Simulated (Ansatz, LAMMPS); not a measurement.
# Relaxing glassy 83P2O5-17Al2O3 (mol %) (80 atoms), part 2 of 3

Wanted: the relaxed structure of glassy 83P2O5-17Al2O3 (mol %) (80 atoms) and its electronic structure.

Ansatz 0.2.0; Kohn-Sham DFT, PBEsol, PAW (set soft_2), plane waves.

The cell: 20 P, 4 Al and 56 O. The quench rate of 6 K/ps is orders of magnitude faster than experiment. The starting topology of bonds comes from the classical model. The Brillouin zone is sampled at Γ only, in a cell whose shortest periodic width is 10 Å.

So far. Step 3 (Single point at the start): Neighbours are counted within 2.08 Å (O-P), 2.33 Å (O-Al).

### 4. Cell and atoms relaxed

Cell and atoms are freed together, to release stress as well as forces.

The input, input.yaml:

```yaml
crystal:
  lattice:
    - [10.19896, 0.0, 0.0]
    - [0.0, 10.19896, 0.0]
    - [0.0, 0.0, 10.19896]
  atoms:
    [... the 80 atom lines of step 3 ...]
kpoints:
  mp_grid: { grid: [1, 1, 1] }
hamiltonian:
  xc: pbesol
scf:
  occupations: { method: fermi_dirac, width: 0.05 }
output:
  forces: true
relax:
  f_tol: 0.05
  max_steps: 200
  cell: {}
```

Launch:

```console
ansatz run input.yaml --threads 4 --pin off --max-ram 8192MiB --backend cpu --events-out ev --progress --plain --runs-dir out
```

Numbers of over 12 decimals in the logs are rounded to 6 here.

What it wrote:

```text
[...]
Crystal: 80 atoms, lattice volume = 1060.883 Å³
Basis set: ecut = 420 eV, 20719 PW (Γ), exchange–correlation on 144×144×144 points (8 copies of the dense FFT grid, shifted against one another)
Bands: 304, of which v1, the nominal top of the filled ones, is band 224 counted from 1 (223 counted from 0)
Symmetry: 1 space group operations
[...]
k-points: 1
[...]
SCF iter   1: F=—  HF=-48327.274016 eV  |F-HF|=—  |Δ(HF+E_count)|=         —  Δρ=1.12e-2  dr2=1.08e0  ethr=1.77e-3  ⟨swp⟩=7.0  Hψ=1612  notcnv=0  defer=66
[...]
SCF iter  10: F=-48326.963807 eV  HF=-48326.963807 eV  |F-HF|=1.02e-7  |Δ(HF+E_count)|=   2.32e-7  Δρ=2.23e-6  dr2=7.15e-8  ethr=2.23e-11  ⟨swp⟩=4.0  Hψ=1138  notcnv=0
SCF 1 converged in 10 iterations: F = -48326.963807 eV  dr2 = 7.15e-8
[...]
relax step   1: F+E_penalty+E_count = -48326.96380687 eV  Δ(F+E_penalty+E_count) = +0.000e0 eV  max|allowed force component| = 6.145e0 eV/Å  Δτ_max = 0.0000 Å  P = -0.134 GPa  Ω = 1060.883 Å³  (10 SCF iters, dr2 threshold 1.00e-7 eV, accepted)
[... from here on, the SCF cycles and remarks between the steps are left out ...]
relax step   2: F+E_penalty+E_count = -48330.85683758 eV  Δ(F+E_penalty+E_count) = -3.893e0 eV  max|allowed force component| = 4.676e0 eV/Å  Δτ_max = 0.1474 Å  P = +0.153 GPa  Ω = 1040.095 Å³  energy of the carried Pulay correction = +8.837e-2 eV  (8 SCF iters, dr2 threshold 8.00e-6 eV, accepted)
relax step   3: F+E_penalty+E_count = -48334.60861885 eV  Δ(F+E_penalty+E_count) = -3.752e0 eV  max|allowed force component| = 1.175e0 eV/Å  Δτ_max = 0.1949 Å  P = +0.436 GPa  Ω = 1025.604 Å³  energy of the carried Pulay correction = +1.510e-1 eV  (8 SCF iters, dr2 threshold 8.00e-6 eV, accepted)
relax step   4: F+E_penalty+E_count = -48335.99286718 eV  Δ(F+E_penalty+E_count) = -1.384e0 eV  max|allowed force component| = 8.588e-1 eV/Å  Δτ_max = 0.2000 Å  P = +0.343 GPa  Ω = 1023.752 Å³  energy of the carried Pulay correction = +1.591e-1 eV  (8 SCF iters, dr2 threshold 8.00e-6 eV, accepted)
relax step   5: F+E_penalty+E_count = -48336.66930644 eV  Δ(F+E_penalty+E_count) = -6.764e-1 eV  max|allowed force component| = 1.218e0 eV/Å  Δτ_max = 0.1948 Å  P = -0.543 GPa  Ω = 1025.967 Å³  energy of the carried Pulay correction = +1.494e-1 eV  (8 SCF iters, dr2 threshold 8.00e-6 eV, accepted)
relax step   6: F+E_penalty+E_count = -48337.22262734 eV  Δ(F+E_penalty+E_count) = -5.533e-1 eV  max|allowed force component| = 5.582e-1 eV/Å  Δτ_max = 0.2000 Å  P = -0.156 GPa  Ω = 1021.466 Å³  energy of the carried Pulay correction = +1.691e-1 eV  (8 SCF iters, dr2 threshold 8.00e-6 eV, accepted)
relax step   7: F+E_penalty+E_count = -48337.57087233 eV  Δ(F+E_penalty+E_count) = -3.482e-1 eV  max|allowed force component| = 2.780e-1 eV/Å  Δτ_max = 0.2000 Å  P = -0.005 GPa  Ω = 1018.194 Å³  energy of the carried Pulay correction = +1.834e-1 eV  (8 SCF iters, dr2 threshold 8.00e-6 eV, accepted)
relax step   8: F+E_penalty+E_count = -48337.68488824 eV  Δ(F+E_penalty+E_count) = -1.140e-1 eV  max|allowed force component| = 3.857e-1 eV/Å  Δτ_max = 0.1937 Å  P = -0.527 GPa  Ω = 1016.776 Å³  energy of the carried Pulay correction = +1.896e-1 eV  (8 SCF iters, dr2 threshold 4.83e-6 eV, accepted)
relax step   9: F+E_penalty+E_count = -48337.81863826 eV  Δ(F+E_penalty+E_count) = -1.338e-1 eV  max|allowed force component| = 5.120e-1 eV/Å  Δτ_max = 0.2000 Å  P = -0.099 GPa  Ω = 1013.286 Å³  energy of the carried Pulay correction = +2.049e-1 eV  (7 SCF iters, dr2 threshold 8.00e-6 eV, accepted)
relax step  10: F+E_penalty+E_count = -48337.90995354 eV  Δ(F+E_penalty+E_count) = -9.132e-2 eV  max|allowed force component| = 4.195e-1 eV/Å  Δτ_max = 0.1951 Å  P = +0.110 GPa  Ω = 1010.317 Å³  energy of the carried Pulay correction = +2.180e-1 eV  (7 SCF iters, dr2 threshold 8.00e-6 eV, accepted)
relax step  11: F+E_penalty+E_count = -48337.96853041 eV  Δ(F+E_penalty+E_count) = -5.858e-2 eV  max|allowed force component| = 2.540e-1 eV/Å  Δτ_max = 0.2000 Å  P = +0.005 GPa  Ω = 1010.234 Å³  energy of the carried Pulay correction = +2.184e-1 eV  (7 SCF iters, dr2 threshold 8.00e-6 eV, accepted)
relax step  12: F+E_penalty+E_count = -48338.01897787 eV  Δ(F+E_penalty+E_count) = -5.045e-2 eV  max|allowed force component| = 4.305e-1 eV/Å  Δτ_max = 0.1962 Å  P = +0.047 GPa  Ω = 1009.201 Å³  energy of the carried Pulay correction = +2.230e-1 eV  (7 SCF iters, dr2 threshold 4.03e-6 eV, accepted)
relax step  13: F+E_penalty+E_count = -48338.04163977 eV  Δ(F+E_penalty+E_count) = -2.266e-2 eV  max|allowed force component| = 6.197e-1 eV/Å  Δτ_max = 0.1938 Å  P = -0.308 GPa  Ω = 1009.262 Å³  energy of the carried Pulay correction = +2.227e-1 eV  (7 SCF iters, dr2 threshold 8.00e-6 eV, accepted)
relax step  14: F+E_penalty+E_count = -48338.05272301 eV  Δ(F+E_penalty+E_count) = -1.108e-2 eV  max|allowed force component| = 8.776e-1 eV/Å  Δτ_max = 0.0726 Å  P = -0.029 GPa  Ω = 1011.219 Å³  energy of the carried Pulay correction = +2.141e-1 eV  (7 SCF iters, dr2 threshold 8.00e-6 eV, accepted)
[...]
relax step  30: F+E_penalty+E_count = -48338.36958362 eV  Δ(F+E_penalty+E_count) = -3.589e-2 eV  max|allowed force component| = 1.721e-1 eV/Å  Δτ_max = 0.0813 Å  P = +0.084 GPa  Ω = 1028.601 Å³  energy of the carried Pulay correction = +1.380e-1 eV  (7 SCF iters, dr2 threshold 3.40e-6 eV, accepted)
relax step  31: F+E_penalty+E_count = -48338.30907856 eV  Δ(F+E_penalty+E_count) = +6.051e-2 eV  max|allowed force component| = 2.931e-1 eV/Å  Δτ_max = 0.2000 Å  P = +0.085 GPa  Ω = 1030.172 Å³  energy of the carried Pulay correction = +1.312e-1 eV  (9 SCF iters, dr2 threshold 1.85e-6 eV, rejected (line search))
relax step  32: F+E_penalty+E_count = -48338.36971274 eV  Δ(F+E_penalty+E_count) = -1.291e-4 eV  max|allowed force component| = 2.266e-1 eV/Å  Δτ_max = 0.0611 Å  P = +0.041 GPa  Ω = 1030.704 Å³  energy of the carried Pulay correction = +1.289e-1 eV  (13 SCF iters, accepted)
relax step  33: F+E_penalty+E_count = -48338.37335200 eV  Δ(F+E_penalty+E_count) = -3.639e-3 eV  max|allowed force component| = 6.898e-2 eV/Å  Δτ_max = 0.0312 Å  P = -0.062 GPa  Ω = 1030.553 Å³  energy of the carried Pulay correction = +1.295e-1 eV  (6 SCF iters, dr2 threshold 3.21e-6 eV, accepted)
relax step  34: F+E_penalty+E_count = -48338.37709501 eV  Δ(F+E_penalty+E_count) = -3.743e-3 eV  max|allowed force component| = 6.466e-2 eV/Å  Δτ_max = 0.0514 Å  P = -0.010 GPa  Ω = 1029.169 Å³  energy of the carried Pulay correction = +1.355e-1 eV  (8 SCF iters, dr2 threshold 2.97e-7 eV, rejected (line search))
relax step  35: F+E_penalty+E_count = -48338.37750108 eV  Δ(F+E_penalty+E_count) = -4.149e-3 eV  max|allowed force component| = 3.927e-2 eV/Å  Δτ_max = 0.0122 Å  P = +0.008 GPa  Ω = 1029.901 Å³  energy of the carried Pulay correction = +1.323e-1 eV  (11 SCF iters, accepted)
relax step  36: F+E_penalty+E_count = -48338.30694375 eV  Δ(F+E_penalty+E_count) = +7.056e-2 eV  max|allowed force component| = 3.996e-2 eV/Å  Δτ_max = 0.0000 Å  P = -0.121 GPa  Ω = 1029.901 Å³  stress off target by 3.01e-1 GPa  SCF on the basis re-selected at this cell (its energy is not comparable with the rows above)  (7 SCF iters)
relax step  37: F+E_penalty+E_count = -48338.31962726 eV  Δ(F+E_penalty+E_count) = -1.268e-2 eV  max|allowed force component| = 1.546e-1 eV/Å  Δτ_max = 0.0750 Å  P = +0.139 GPa  Ω = 1025.394 Å³  energy of the carried Pulay correction = +1.839e-2 eV  (9 SCF iters, dr2 threshold 2.26e-7 eV, rejected (line search))
relax step  38: F+E_penalty+E_count = -48338.32383230 eV  Δ(F+E_penalty+E_count) = -1.689e-2 eV  max|allowed force component| = 4.442e-2 eV/Å  Δτ_max = 0.0366 Å  P = +0.034 GPa  Ω = 1027.439 Å³  energy of the carried Pulay correction = +9.755e-3 eV  (11 SCF iters, accepted)
relax step  39: F+E_penalty+E_count = -48338.32534629 eV  Δ(F+E_penalty+E_count) = -1.514e-3 eV  max|allowed force component| = 2.617e-2 eV/Å  Δτ_max = 0.0129 Å  P = +0.036 GPa  Ω = 1027.318 Å³  energy of the carried Pulay correction = +1.024e-2 eV  (9 SCF iters, dr2 threshold 1.55e-8 eV, accepted)
relax step  40: F+E_penalty+E_count = -48338.32303009 eV  Δ(F+E_penalty+E_count) = +2.316e-3 eV  max|allowed force component| = 8.109e-2 eV/Å  Δτ_max = 0.0205 Å  P = -0.004 GPa  Ω = 1027.784 Å³  energy of the carried Pulay correction = +8.096e-3 eV  (9 SCF iters, dr2 threshold 9.17e-9 eV, rejected (line search))
relax step  41: F+E_penalty+E_count = -48338.32525985 eV  Δ(F+E_penalty+E_count) = +8.644e-5 eV  max|allowed force component| = 1.070e-2 eV/Å  Δτ_max = 0.0103 Å  P = +0.010 GPa  Ω = 1027.540 Å³  energy of the carried Pulay correction = +9.213e-3 eV  (11 SCF iters, accepted)
relax step  42: F+E_penalty+E_count = -48338.32089321 eV  Δ(F+E_penalty+E_count) = +4.367e-3 eV  max|allowed force component| = 1.064e-2 eV/Å  Δτ_max = 0.0000 Å  P = +0.000 GPa  Ω = 1027.540 Å³  stress off target by 4.73e-2 GPa  SCF on the basis re-selected at this cell (its energy is not comparable with the rows above)  (5 SCF iters)
[...]
SCF converged after 5 iterations
Free energy (F): -48338.320893 eV
[...]
Internal energy: -48338.320893 eV  (E = F + TS)
E sigma→0 (E₀):  -48338.320893 eV
Fermi energy:    5.317749 eV
[...]
--- Forces (eV/Å), atoms counted from 1 ---
  atom   1  P      0.00084770     0.00091403     0.00807917
  atom   2  P      0.00362626    -0.00429130    -0.00932958
  atom   3  P     -0.01063536    -0.00390401     0.00317306
  atom   4  P      0.00085470    -0.00590466     0.00092930
  atom   5  P     -0.00129718     0.00023659    -0.00456649
  atom   6  P     -0.00193833     0.00339950     0.00155959
  atom   7  P      0.00538940     0.00351863    -0.00146641
  atom   8  P      0.00588057     0.00375802    -0.00265253
  atom   9  P     -0.00092110     0.00305735     0.00162151
  atom  10  P     -0.00526693     0.00003960    -0.00202398
  atom  11  P     -0.00133321    -0.00314942     0.00100382
  atom  12  P      0.00004543     0.00057810    -0.00590637
  atom  13  P      0.00146732    -0.00576134    -0.00616241
  atom  14  P     -0.00082971     0.00021376    -0.00191511
[...]
atom  79  O     -0.00006234     0.00720055    -0.00453523
  atom  80  O      0.00136473    -0.00511477    -0.00147772
  max |Σ_I F_I| component: 9.16e-6 eV/Å
--- Stress (GPa, compression-positive) ---
        0.021388      -0.004279       0.030563
       -0.004283      -0.028562      -0.009712
        0.030561      -0.009708       0.008306
  P = ⅓ Tr σ = 0.0004 GPa (0.004 kbar)
--- Relaxed structure (40 steps of the walk, 34 accepted, 2 SCFs on fresh bases) ---
  F+E_penalty+E_count = -48338.32089321 eV   max|allowed force component| = 1.064e-2 eV/Å   (the final SCF, on the basis selected at the relaxed cell)
  cell:  # Å, volume = 1027.5395 Å³
    - [10.254440, -0.025459, 0.275145]
    - [-0.025459, 9.854926, 0.032138]
    - [0.275145, 0.032138, 10.175503]
  atoms:
    - { symbol: P, position: [0.417758, 0.940652, 0.881019] }
    - { symbol: P, position: [0.162063, 0.860494, 0.014124] }
    - { symbol: P, position: [0.044357, 0.024493, 0.689034] }
    - { symbol: P, position: [0.734584, 0.686585, 0.219424] }
[...]
- { symbol: O, position: [0.298536, 0.199146, 0.637085] }
```

Run time: 4.2 min. Hardware: 4 threads of Intel Xeon Platinum 8488C (Sapphire Rapids), shared host; peak memory 1.3 GiB.

Step by step (22 of 42):

```tsv
step	energy less that of the first step (eV)	largest force component (eV/Å)	pressure (GPa)	volume (Å³)
1	0.0000	6.1454	-0.13	1060.88
3	-7.6448	1.1752	0.44	1025.60
5	-9.7055	1.2181	-0.54	1025.97
7	-10.6071	0.2780	-0.01	1018.19
9	-10.8548	0.5120	-0.10	1013.29
11	-11.0047	0.2540	0.00	1010.23
13	-11.0778	0.6197	-0.31	1009.26
15	-11.1517	0.6166	0.10	1009.47
17	-11.2154	0.2204	-0.01	1011.02
19	-11.2677	0.1972	-0.12	1012.37
21	-11.3144	0.1592	0.04	1015.53
22	-11.2952	0.3200	0.02	1019.61
24	-11.3313	0.3096	-0.37	1022.59
26	-11.3708	0.1131	0.02	1023.70
28	-11.3919	0.3631	0.33	1025.09
30	-11.4058	0.1721	0.08	1028.60
32	-11.4059	0.2266	0.04	1030.70
34	-11.4133	0.0647	-0.01	1029.17
36*	-11.3431	0.0400	-0.12	1029.90
38	-11.3600	0.0444	0.03	1027.44
40	-11.3592	0.0811	0.00	1027.78
42*	-11.3571	0.0106	0.00	1027.54
```

Relaxation steps marked * repeat the geometry before them on a plane-wave basis chosen anew for their cell, so energy and pressure can jump there. Other such steps can lie between the rows shown. Relaxation steps 16, 22, 31, 34, 37, 40 were tried and not accepted.

```tsv
cell as run	before	after	change
a (Å)	10.199	10.258	+0.6 %
b (Å)	10.199	9.855	-3.4 %
c (Å)	10.199	10.179	-0.2 %
α (°)	90.00	89.64	-0.4 %
β (°)	90.00	86.91	-3.4 %
γ (°)	90.00	90.29	+0.3 %
volume (Å³/atom)	13.26	12.84	-3.1 %
```

The atoms that moved most (Å, as changes of fractional coordinates times the final cell):

```tsv
atom	dx	dy	dz	length
O54	-0.793	-1.166	0.507	1.498
O42	-0.077	-1.202	-0.601	1.346
Al24	-0.596	0.703	-0.630	1.116
O65	-0.164	0.264	-0.908	0.959
O26	-0.352	0.632	-0.578	0.926
O73	-0.287	0.648	0.461	0.846
O51	-0.258	0.717	-0.097	0.768
P19	-0.222	-0.725	-0.032	0.759
```

The relaxation changed the energy by -142 meV/atom, and atoms moved by 0.53 Å r.m.s., 1.5 Å at most.

### 5. Distances and neighbours after relaxation

Bonds before and after, by the cutoffs listed below:

```tsv
pair	bonds before	bonds after	mean before (Å)	mean after (Å)	spread before (Å)	spread after (Å)
O-P	81	81	1.540	1.556	0.050	0.066
O-Al	18	20	1.844	1.845	0.079	0.070
```

Density 2.62 g/cm³, 12.84 Å³ an atom.

g(r), total and by pair (bins of 0.2 Å):

```tsv
r (Å)	total	O-O	O-P	O-Al	P-P	P-Al	Al-Al
1.40	1.24	0.00	3.54	0.00	0.00	0.00	0.00
1.60	2.97	0.00	8.52	0.00	0.00	0.00	0.00
1.80	0.67	0.00	0.24	8.36	0.00	0.00	0.00
2.00	0.17	0.00	0.00	2.44	0.00	0.00	0.00
2.20	0.05	0.10	0.00	0.00	0.00	0.00	0.00
2.40	1.11	2.22	0.00	0.00	0.00	0.83	0.00
2.60	1.69	3.46	0.00	0.00	0.00	0.00	0.00
2.80	0.47	0.90	0.04	0.00	0.25	0.00	0.00
3.00	0.92	0.81	0.39	0.00	5.00	2.75	0.00
3.20	0.82	0.75	0.75	0.18	0.42	5.96	0.00
3.40	1.07	0.95	1.45	1.09	0.17	0.45	0.00
3.60	0.75	0.44	1.21	1.53	0.00	0.00	0.00
3.80	1.18	0.79	1.92	1.38	0.28	0.00	0.00
4.00	1.27	0.78	2.04	1.36	1.04	0.31	0.00
4.20	0.90	0.76	1.00	1.66	0.93	0.29	0.00
4.40	0.98	1.11	0.66	1.41	1.27	0.79	0.00
4.60	1.03	1.22	0.65	0.68	1.76	1.92	0.00
4.80	1.17	1.50	0.74	0.71	1.34	1.33	0.00
```

Bonds by pair of elements; cutoffs follow the first minimum of g(r), held within bounds set by covalent radii, and pairs that aren't listed don't count as bonded:

```tsv
pair A-B	cutoff (Å)	bonds	mean length (Å)	spread (Å)	shortest (Å)	B about A	A about B
O-P	2.11	81	1.56	0.066	1.45	1.45	4.05
O-Al	2.33	20	1.84	0.07	1.73	0.357	5
```

How many atoms have how many bonded neighbours:

```tsv
element	mean	1	2	4	5	6
Al	5	0	0	1	2	1
O	1.80	11	45	0	0	0
P	4.05	0	0	19	1	0
```

Bond angles (no mean is given where the spread exceeds 20°):

```tsv
angle	count	mean (°)	spread (°)
O-P-O	124	109	9.4
O-Al-O	41	-	-
P-O-P	25	142	9.1
Al-O-P	20	-	-
```

Oxygen atoms by the number of network formers (Si, P, Ge, B, Al, As, Ga) bound to them:

```tsv
network formers bound to O	O atoms	per cent
0	0	0
1	11	19.6
2	45	80.4
```

Network units: each former by its oxygen neighbours and how many of them bridge to another former:

```tsv
former	O neighbours	bridging O	atoms
P	4	3	11
P	4	4	8
P	5	5	1
Al	4	4	1
Al	5	5	2
Al	6	6	1
```

Bond length by coordination (bonds to H left out):

```tsv
element	coordination	atoms	mean bond length (Å)
Al	4	1	1.76
Al	5	2	1.84
Al	6	1	1.91
O	1	11	1.46
O	2	45	1.63
P	4	19	1.55
P	5	1	1.65
```

Rings of the network by King's shortest-path rule, up to 12 atoms, one path for each pair of neighbours; H, halogens, alkali and alkaline-earth atoms are left out, and the last column divides by all other atoms, bonded or not:

```tsv
ring size (atoms)	rings	per network atom
4	1	0.012
8	3	0.038
10	8	0.1
12	9	0.112
```

First main peaks of g(r), for some of the pairs, lie near 2.5 Å (O-O), 1.6 Å (O-P), 1.8 Å (O-Al), 3.0 Å (P-P) and 3.2 Å (P-Al). With the cutoffs above, 50 % of Al atoms have 5, 80 % of O atoms have 2 and 95 % of P atoms have 4 bonded neighbours. The O-P-O angle averages 109° with a spread of 9°. 80 % of the oxygens bridge two formers (P and Al) and 20 % are non-bridging. The commonest P unit has 4 oxygens, 3 of them shared with other formers (11 of 20 atoms). Rings of 12 atoms are the most common (43 % of those counted); sizes run from 4 to 12, where the search stops.

(Continued in part 3 of 3.)

[Logs are printed without paths, hosts, clocks, repeated set-up lines and the standing remarks that a program may print on its own settings, such as how far it seeks lower states.]

[Hosts, paths, dates, database ids (printed as entryN), source tags and the programs' standing remarks are cut or masked in the printed files.]
